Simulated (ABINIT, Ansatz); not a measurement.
# Quasiparticle gap of H6PbCNCl3 (Pm) in ABINIT, part 2 of 3

Aim: the G0W0 gap of H6PbCNCl3 (Pm) on PBEsol, step by step.

ABINIT 10.8.3; PBEsol and many-body steps on it, plane waves. Known limits of the many-body steps: not at the basis limit; no spin-orbit coupling; coarse k mesh.

So far. Step 2 (Ground state): The gap is direct, at (0.500, 0.500, 0.500).

## Step 3: Bands along the symmetry lines

Level of this step: DFT, PBEsol, plane waves, norm-conserving pseudopotentials (ABINIT).

Levels along a band path, at the cheap level, show where the edges lie and whether the meshes to come will hold them.

Contents of run.abi:

```
acell 3*1.0 Angstrom
rprim 
  5.752832000000 0.000000000000 0.000000000000
  0.000000000000 5.764671000000 0.000000000000
  -0.002604000000 0.000000000000 5.855201000000
ntypat 5
znucl 1 82 6 7 17
natom 12
typat 1 1 1 1 1 1 2 3 4 5 5 5
xred 
  0.879476000000 0.500000000000 0.790423000000
  0.813252000000 0.344072000000 0.047387000000
  0.813252000000 0.655928000000 0.047387000000
  0.229661000000 0.354316000000 0.978538000000
  0.229661000000 0.645684000000 0.978538000000
  0.170957000000 0.500000000000 0.216412000000
  0.473988000000 0.000000000000 0.483874000000
  0.894268000000 0.500000000000 0.976848000000
  0.144932000000 0.500000000000 0.040731000000
  0.427891000000 0.000000000000 0.975558000000
  0.429192000000 0.500000000000 0.520036000000
  0.971826000000 0.000000000000 0.439660000000
pp_dirpath "pseudos"
pseudos "H.upf, Pb.upf, C.upf, N.upf, Cl.upf"
ecut 37
iscf -2
irdden 1
kptopt 0
nkpt 41
kpt 
  0.00000000 0.00000000 0.00000000
  0.00000000 0.12500000 0.00000000
  0.00000000 0.25000000 0.00000000
  0.00000000 0.37500000 0.00000000
  0.00000000 0.50000000 0.00000000
  0.00000000 0.50000000 0.12500000
  0.00000000 0.50000000 0.25000000
  0.00000000 0.50000000 0.37500000
  0.00000000 0.50000000 0.50000000
  0.00000000 0.37500000 0.50000000
  0.00000000 0.25000000 0.50000000
  0.00000000 0.12500000 0.50000000
  0.00000000 0.00000000 0.50000000
  0.00000000 0.00000000 0.37500000
  0.00000000 0.00000000 0.25000000
  0.00000000 0.00000000 0.12500000
  0.00000000 0.00000000 0.00000000
  -0.12500000 0.00000000 0.12500000
  -0.25000000 0.00000000 0.25000000
  -0.37500000 0.00000000 0.37500000
  -0.50000000 0.00000000 0.50000000
  -0.50000000 0.12500000 0.50000000
  -0.50000000 0.25000000 0.50000000
  -0.50000000 0.37500000 0.50000000
  -0.50000000 0.50000000 0.50000000
  -0.37500000 0.50000000 0.37500000
  -0.25000000 0.50000000 0.25000000
  -0.12500000 0.50000000 0.12500000
  0.00000000 0.50000000 0.00000000
  -0.12500000 0.50000000 0.00000000
  -0.25000000 0.50000000 0.00000000
  -0.37500000 0.50000000 0.00000000
  -0.50000000 0.50000000 0.00000000
  -0.50000000 0.37500000 0.00000000
  -0.50000000 0.25000000 0.00000000
  -0.50000000 0.12500000 0.00000000
  -0.50000000 0.00000000 0.00000000
  -0.37500000 0.00000000 0.00000000
  -0.25000000 0.00000000 0.00000000
  -0.12500000 0.00000000 0.00000000
  0.00000000 0.00000000 0.00000000
istwfk *1
nband 36
nbdbuf 2
tolwfr 1e-08
nstep 40
prtwf 0
prtvol 0
indata_prefix "in"
outdata_prefix "out"
tmpdata_prefix "tmp"
```

On the command line:

```console
$ OMP_NUM_THREADS=1 mpirun -n 16 abinit run.abi > log
```

Numbers of over 12 decimals in the logs are rounded to 6 here.

The program printed:

```text
.Version 10.8.3 of ABINIT. v10.8.2 released Aug 2026.

 Symmetries : space group Pm (#  6); Bravais mP (primitive monocl.)
[... echo of the input left out ...]
== DATASET  1 ==================================================================
-   mpi_nproc: 16, omp_nthreads: 1 (-1 if OMP is not activated)
-    --> not optimal distribution: autoparal keyword recommended in input file <--

--- !DatasetInfo
iteration_state: {dtset: 1, }
dimensions: {natom: 12, nkpt: 41, mband: 36, nsppol: 1, nspinor: 1, nspden: 1, mpw: 14134, }
cutoff_energies: {ecut:  37.0, pawecutdg:  -1.0, }
electrons: {nelect:   5.80000000E+01, charge:   0.00000000E+00, occopt:   1.00000000E+00, tsmear:   1.00000000E-02, }

 Real(R)+Recip(G) space primitive vectors, cartesian coordinates (Bohr,Bohr^-1):
 R(1)= 10.8712769  0.0000000  0.0000000  G(1)=  0.0919855  0.0000000  0.0000409
 R(2)=  0.0000000 10.8936494  0.0000000  G(2)=  0.0000000  0.0917966  0.0000000
 R(3)= -0.0049208  0.0000000 11.0647263  G(3)=  0.0000000  0.0000000  0.0903773
 Unit cell volume ucvol=  1.3103721E+03 bohr^3
 Angles (23,13,12)=  9.00000000E+01  9.00254813E+01  9.00000000E+01 degrees

 getcut: wavevector=  0.0000  0.0000  0.0000  ngfft=  60  60  64
         ecut(hartree)=     37.000   => boxcut(ratio)=   2.01146

--- Pseudopotential description ------------------------------------------------
- H Generated using ONCVPSP code by D. R. Hamann
-  1.00000   1.00000  180301                  znucl, zion, pspdat
12 -116133 1 -1 1180                          pspcod,pspxc,lmax,lloc,mmax
     nproj     2     1     0
  pspatm : epsatm=    0.35585368
         --- l  ekb(1:nproj) -->
             0   -1.674911   -0.523609
             1   -0.494138
 pspatm: atomic psp has been read  and splines computed

- Pb Generated using ONCVPSP code by D. R. Hamann
- 82.00000  22.00000  180301                  znucl, zion, pspdat
12 -116133 2 -1 1678                          pspcod,pspxc,lmax,lloc,mmax
     nproj     2     2     2
  pspatm : epsatm=   27.24616311
         --- l  ekb(1:nproj) -->
             0   16.718077    2.142855
             1    7.403376    1.248372
[...]
pspatm: atomic psp has been read  and splines computed

- C Generated using ONCVPSP code by D. R. Hamann
-  6.00000   4.00000  180301                  znucl, zion, pspdat
12 -116133 1 -1 1248                          pspcod,pspxc,lmax,lloc,mmax
     nproj     2     2     0
  pspatm : epsatm=    4.34909242
         --- l  ekb(1:nproj) -->
[...]
pspatm: atomic psp has been read  and splines computed

- N Generated using ONCVPSP code by D. R. Hamann
-  7.00000   5.00000  180301                  znucl, zion, pspdat
12 -116133 1 -1 1058                          pspcod,pspxc,lmax,lloc,mmax
     nproj     2     2     0
  pspatm : epsatm=    5.26508482
         --- l  ekb(1:nproj) -->
[...]
-4.5378E-02 -4.3970E-02 -3.8847E-02 -2.6626E-02 -2.5655E-02  1.8745E-01
  2.2214E-01  2.2828E-01  2.4399E-01  2.4991E-01  2.6297E-01  2.6694E-01

--- !ResultsGS
iteration_state: {dtset: 1, }
comment   : Summary of ground state results
lattice_vectors:
- [ 10.8712769,   0.0000000,   0.0000000, ]
- [  0.0000000,  10.8936494,   0.0000000, ]
- [ -0.0049208,   0.0000000,  11.0647263, ]
lattice_lengths: [  10.87128,   10.89365,   11.06473, ]
lattice_angles: [ 90.000,  90.025,  90.000, ] # degrees, (23, 13, 12)
lattice_volume:   1.3103721E+03
convergence: {deltae:  0.000E+00, res2:  0.000E+00, residm:  9.982E-09, diffor:  0.000E+00, }
etotal    :  -2.78720347E+02
entropy   :   0.00000000E+00
fermie    :   2.30585635E-02
cartesian_stress_tensor: null
pressure_GPa: null
xred      :
- [  8.7948E-01,   5.0000E-01,   7.9042E-01,  H]
- [  8.1325E-01,   3.4407E-01,   4.7387E-02,  H]
- [  8.1325E-01,   6.5593E-01,   4.7387E-02,  H]
- [  2.2966E-01,   3.5432E-01,   9.7854E-01,  H]
- [  2.2966E-01,   6.4568E-01,   9.7854E-01,  H]
- [  1.7096E-01,   5.0000E-01,   2.1641E-01,  H]
- [  4.7399E-01,   0.0000E+00,   4.8387E-01, Pb]
- [  8.9427E-01,   5.0000E-01,   9.7685E-01,  C]
- [  1.4493E-01,   5.0000E-01,   4.0731E-02,  N]
- [  4.2789E-01,   0.0000E+00,   9.7556E-01, Cl]
- [  4.2919E-01,   5.0000E-01,   5.2004E-01, Cl]
- [  9.7183E-01,   0.0000E+00,   4.3966E-01, Cl]
cartesian_forces: null
force_length_stats: {min: null, max: null, mean: null, }

 Integrated electronic density in atomic spheres:
 ------------------------------------------------
 Atom  Sphere_radius  Integrated_density
[...]
================================================================================

 ----iterations are completed or convergence reached----

 Mean square residual over all n,k,spin=   59.417E-10; max=  99.821E-10
 reduced coordinates (array xred) for   12 atoms
[...]
0.429192000000      0.500000000000      0.520036000000
       0.971826000000      0.000000000000      0.439660000000

 cartesian coordinates (angstrom) at end:
[...]
length scales=  1.889726125908  1.889726125908  1.889726125908 bohr
              =  1.000000000000  1.000000000000  1.000000000000 angstroms
 prteigrs : about to open file out_EIG
 Eigenvalues (hartree) for nkpt=  41  k points:
 kpt#   1, nband= 36, wtk=  1.00000, kpt=  0.0000  0.0000  0.0000 (reduced coord)
[...]
kpt#   2, nband= 36, wtk=  1.00000, kpt=  0.0000  0.1250  0.0000 (reduced coord)
[...]
kpt#   3, nband= 36, wtk=  1.00000, kpt=  0.0000  0.2500  0.0000 (reduced coord)
[...]
kpt#  40, nband= 36, wtk=  1.00000, kpt= -0.1250  0.0000  0.0000 (reduced coord)
[...]
0.23285    0.25239    0.26032    0.26485
 kpt#  41, nband= 36, wtk=  1.00000, kpt=  0.0000  0.0000  0.0000 (reduced coord)
[...]
-0.22029   -0.20982   -0.13893   -0.13859   -0.10951   -0.10925   -0.10202   -0.05003
  -0.04538   -0.04397   -0.03885   -0.02663   -0.02565    0.18745    0.22214    0.22828
   0.24399    0.24991    0.26297    0.26694

== END DATASET(S) ==============================================================
================================================================================

 -outvars: echo values of variables after computation  --------
            nband          36
             nkpt          41
          spgroup           6
 [... the other variables as echoed above ...]

 Calculation completed.
```

Wall time 66 s (16 MPI ranks of Intel Xeon Platinum 8259CL at 2.50GHz (Skylake/Cascade Lake), shared host); peak memory 1.9 GiB.

Numbers from this step:

* gap: 2.463 eV
* k of the valence top: -0.5, 0.5, 0.5
* k of the conduction bottom: -0.5, 0.5, 0.5
* least direct gap: 2.463 eV

The gap is 2.463 eV, as in the run before at this level.

Electronic bands along the path, in eV, zero at the top of the highest filled band:

```csv
point,band 26,band 27,band 28,band 29,band 30,band 31,band 32,band 33
Γ,-1.82,-1.68,-1.35,-1.33,4.47,5.42,5.58,6.01
halfway,-1.80,-1.70,-1.37,-1.32,4.40,5.00,5.22,5.91
Z,-1.69,-1.53,-1.36,-1.20,3.29,5.06,5.63,5.88
halfway,-1.79,-1.51,-1.43,-1.02,3.10,4.00,5.45,6.07
D,-1.69,-1.50,-1.50,-0.71,2.82,2.91,5.32,6.24
halfway,-1.73,-1.61,-1.41,-1.07,2.96,4.17,5.46,6.03
B,-1.64,-1.64,-1.37,-1.23,3.16,5.30,5.50,5.84
halfway,-1.82,-1.65,-1.36,-1.33,4.28,4.92,5.41,5.90
Γ,-1.82,-1.68,-1.35,-1.33,4.47,5.42,5.58,6.01
halfway,-1.84,-1.52,-1.42,-1.23,3.93,4.69,5.23,5.39
A,-1.83,-1.49,-1.18,-0.48,2.80,3.03,4.96,5.67
halfway,-1.71,-1.32,-1.18,-0.35,2.61,2.79,3.91,5.98
E,-1.67,-1.19,-1.18,0.00,2.46,2.49,2.71,5.88
halfway,-1.78,-1.35,-1.33,-0.83,2.89,3.63,4.48,6.14
Z,-1.69,-1.53,-1.36,-1.20,3.29,5.06,5.63,5.88
halfway,-1.77,-1.42,-1.33,-0.98,3.07,4.31,5.06,5.97
C2,-1.83,-1.49,-1.17,-0.36,2.86,3.01,4.89,5.87
halfway,-1.75,-1.48,-1.29,-0.72,3.12,4.11,5.03,5.35
Y2,-1.71,-1.46,-1.43,-0.85,3.33,4.76,5.23,5.25
halfway,-1.76,-1.55,-1.40,-1.35,4.44,4.93,5.35,5.39
Γ,-1.82,-1.68,-1.35,-1.33,4.47,5.42,5.58,6.01
```

## Step 4: Empty states on the mesh, 2×2×2 mesh, 668 bands

The sums over transitions need many empty states on a uniform mesh; this step solves for them.

Contents of run.abi:

```
acell 3*1.0 Angstrom
rprim 
  5.752832000000 0.000000000000 0.000000000000
  0.000000000000 5.764671000000 0.000000000000
  -0.002604000000 0.000000000000 5.855201000000
ntypat 5
znucl 1 82 6 7 17
natom 12
typat 1 1 1 1 1 1 2 3 4 5 5 5
xred 
  0.879476000000 0.500000000000 0.790423000000
  0.813252000000 0.344072000000 0.047387000000
  0.813252000000 0.655928000000 0.047387000000
  0.229661000000 0.354316000000 0.978538000000
  0.229661000000 0.645684000000 0.978538000000
  0.170957000000 0.500000000000 0.216412000000
  0.473988000000 0.000000000000 0.483874000000
  0.894268000000 0.500000000000 0.976848000000
  0.144932000000 0.500000000000 0.040731000000
  0.427891000000 0.000000000000 0.975558000000
  0.429192000000 0.500000000000 0.520036000000
  0.971826000000 0.000000000000 0.439660000000
pp_dirpath "pseudos"
pseudos "H.upf, Pb.upf, C.upf, N.upf, Cl.upf"
ecut 37
ngkpt 2 2 2
nshiftk 1
shiftk 0 0 0
kptopt 1
chksymbreak 0
iscf -2
irdden 1
istwfk *1
nband 668
nbdbuf 60
tolwfr 1e-09
nstep 60
prtvol 0
indata_prefix "in"
outdata_prefix "out"
tmpdata_prefix "tmp"
```

The program printed:

```text
.Version 10.8.3 of ABINIT. v10.8.2 released Aug 2026.

 Symmetries : space group Pm (#  6); Bravais mP (primitive monocl.)
[... echo of the input left out ...]
== DATASET  1 ==================================================================
-   mpi_nproc: 16, omp_nthreads: 1 (-1 if OMP is not activated)
-    --> not optimal distribution: autoparal keyword recommended in input file <--

--- !DatasetInfo
iteration_state: {dtset: 1, }
dimensions: {natom: 12, nkpt: 8, mband: 668, nsppol: 1, nspinor: 1, nspden: 1, mpw: 14134, }
cutoff_energies: {ecut:  37.0, pawecutdg:  -1.0, }
electrons: {nelect:   5.80000000E+01, charge:   0.00000000E+00, occopt:   1.00000000E+00, tsmear:   1.00000000E-02, }

 Real(R)+Recip(G) space primitive vectors, cartesian coordinates (Bohr,Bohr^-1):
 R(1)= 10.8712769  0.0000000  0.0000000  G(1)=  0.0919855  0.0000000  0.0000409
 R(2)=  0.0000000 10.8936494  0.0000000  G(2)=  0.0000000  0.0917966  0.0000000
 R(3)= -0.0049208  0.0000000 11.0647263  G(3)=  0.0000000  0.0000000  0.0903773
 Unit cell volume ucvol=  1.3103721E+03 bohr^3
 Angles (23,13,12)=  9.00000000E+01  9.00254813E+01  9.00000000E+01 degrees

 getcut: wavevector=  0.0000  0.0000  0.0000  ngfft=  60  60  64
         ecut(hartree)=     37.000   => boxcut(ratio)=   2.01146

--- Pseudopotential description ------------------------------------------------
- H Generated using ONCVPSP code by D. R. Hamann
-  1.00000   1.00000  180301                  znucl, zion, pspdat
12 -116133 1 -1 1180                          pspcod,pspxc,lmax,lloc,mmax
     nproj     2     1     0
  pspatm : epsatm=    0.35585368
         --- l  ekb(1:nproj) -->
             0   -1.674911   -0.523609
             1   -0.494138
 pspatm: atomic psp has been read  and splines computed

- Pb Generated using ONCVPSP code by D. R. Hamann
- 82.00000  22.00000  180301                  znucl, zion, pspdat
12 -116133 2 -1 1678                          pspcod,pspxc,lmax,lloc,mmax
     nproj     2     2     2
  pspatm : epsatm=   27.24616311
         --- l  ekb(1:nproj) -->
             0   16.718077    2.142855
             1    7.403376    1.248372
[...]
pspatm: atomic psp has been read  and splines computed

- C Generated using ONCVPSP code by D. R. Hamann
-  6.00000   4.00000  180301                  znucl, zion, pspdat
12 -116133 1 -1 1248                          pspcod,pspxc,lmax,lloc,mmax
     nproj     2     2     0
  pspatm : epsatm=    4.34909242
         --- l  ekb(1:nproj) -->
[...]
pspatm: atomic psp has been read  and splines computed

- N Generated using ONCVPSP code by D. R. Hamann
-  7.00000   5.00000  180301                  znucl, zion, pspdat
12 -116133 1 -1 1058                          pspcod,pspxc,lmax,lloc,mmax
     nproj     2     2     0
  pspatm : epsatm=    5.26508482
         --- l  ekb(1:nproj) -->
[...]
-5.7152E-01 -5.6838E-01 -5.6756E-01 -5.6724E-01 -4.9554E-01 -4.7703E-01
 -4.6360E-01 -4.2362E-01 -2.9521E-01 -2.8891E-01 -2.2029E-01 -2.0982E-01
[...]
4.4716E+00  4.4764E+00  4.4771E+00  4.4789E+00  4.4894E+00  4.4903E+00
  4.4914E+00  4.4979E+00  4.5026E+00  4.5157E+00  4.5195E+00  4.5235E+00
  4.5292E+00  4.5349E+00
 prteigrs : prtvol=0 or 1, do not print more k-points.

--- !ResultsGS
iteration_state: {dtset: 1, }
comment   : Summary of ground state results
lattice_vectors:
- [ 10.8712769,   0.0000000,   0.0000000, ]
- [  0.0000000,  10.8936494,   0.0000000, ]
- [ -0.0049208,   0.0000000,  11.0647263, ]
lattice_lengths: [  10.87128,   10.89365,   11.06473, ]
lattice_angles: [ 90.000,  90.025,  90.000, ] # degrees, (23, 13, 12)
lattice_volume:   1.3103721E+03
convergence: {deltae:  0.000E+00, res2:  0.000E+00, residm:  9.996E-10, diffor:  0.000E+00, }
etotal    :  -2.78720347E+02
entropy   :   0.00000000E+00
fermie    :   2.30585635E-02
cartesian_stress_tensor: null
pressure_GPa: null
xred      :
- [  8.7948E-01,   5.0000E-01,   7.9042E-01,  H]
- [  8.1325E-01,   3.4407E-01,   4.7387E-02,  H]
- [  8.1325E-01,   6.5593E-01,   4.7387E-02,  H]
- [  2.2966E-01,   3.5432E-01,   9.7854E-01,  H]
- [  2.2966E-01,   6.4568E-01,   9.7854E-01,  H]
- [  1.7096E-01,   5.0000E-01,   2.1641E-01,  H]
- [  4.7399E-01,   0.0000E+00,   4.8387E-01, Pb]
- [  8.9427E-01,   5.0000E-01,   9.7685E-01,  C]
- [  1.4493E-01,   5.0000E-01,   4.0731E-02,  N]
- [  4.2789E-01,   0.0000E+00,   9.7556E-01, Cl]
- [  4.2919E-01,   5.0000E-01,   5.2004E-01, Cl]
- [  9.7183E-01,   0.0000E+00,   4.3966E-01, Cl]
cartesian_forces: null
force_length_stats: {min: null, max: null, mean: null, }

 Integrated electronic density in atomic spheres:
 ------------------------------------------------
 Atom  Sphere_radius  Integrated_density
[...]
================================================================================

 ----iterations are completed or convergence reached----

 Mean square residual over all n,k,spin=   39.244E-11; max=  99.959E-11
 reduced coordinates (array xred) for   12 atoms
[...]
0.429192000000      0.500000000000      0.520036000000
       0.971826000000      0.000000000000      0.439660000000

 cartesian coordinates (angstrom) at end:
    1      5.057419     2.882335     4.628086
    2      4.678379     1.983462     0.277460
[...]
12      5.589607     0.000000     2.574298
 length scales=  1.889726125908  1.889726125908  1.889726125908 bohr
              =  1.000000000000  1.000000000000  1.000000000000 angstroms
 prteigrs : about to open file out_EIG
 Eigenvalues (hartree) for nkpt=   8  k points:
 kpt#   1, nband=668, wtk=  0.12500, kpt=  0.0000  0.0000  0.0000 (reduced coord)
[...]
4.43803    4.44062    4.44105    4.44903    4.46165    4.46708    4.47156    4.47639
   4.47711    4.47887    4.48940    4.49028    4.49137    4.49794    4.50256    4.51573
   4.51947    4.52353    4.52918    4.53495
 prteigrs : prtvol=0 or 1, do not print more k-points.

== END DATASET(S) ==============================================================
================================================================================

 -outvars: echo values of variables after computation  --------
            nband         668
             nkpt           8
          spgroup           6
 [... the other variables as echoed above ...]

 Calculation completed.
```

Elapsed: 28 min, on 16 MPI ranks; peak memory 2.9 GiB.

This step gave:

| Quantity | Value |
| --- | --- |
| gap | 2.463 eV |
| k of the valence top | 0.5, 0.5, 0.5 |
| k of the conduction bottom | 0.5, 0.5, 0.5 |
| least direct gap | 2.463 eV |
| k points computed | 8 |
| lowest point of the top converged band, above the valence top | 114.1093 eV |

On this mesh the gap is 2.463 eV.

(Continued in part 3 of 3.)

[Paths, hosts, dates, memory and timing lines, banners, echoed tables and standing remarks are left out of the program output.]

[Logs are printed without paths, hosts, clocks, repeated set-up lines and the standing remarks that a program may print on its own settings, such as how far it seeks lower states.]

[Runs of the session that timed out or met a known fault of the program may be left out.]

[Hosts, paths, dates, database ids (printed as entryN), source tags and the programs' standing remarks are cut or masked in the printed files.]

[G0W0 gaps are taken among the corrected bands and points alone; a level outside them can change the order at an edge.]

[Where Ansatz stands beside ABINIT at settings called matched, ABINIT's density can come from a denser mesh and the files from another edition; pairs whose starting gaps differed by over 0.03 eV were left out, so agreement reads better than it is.]
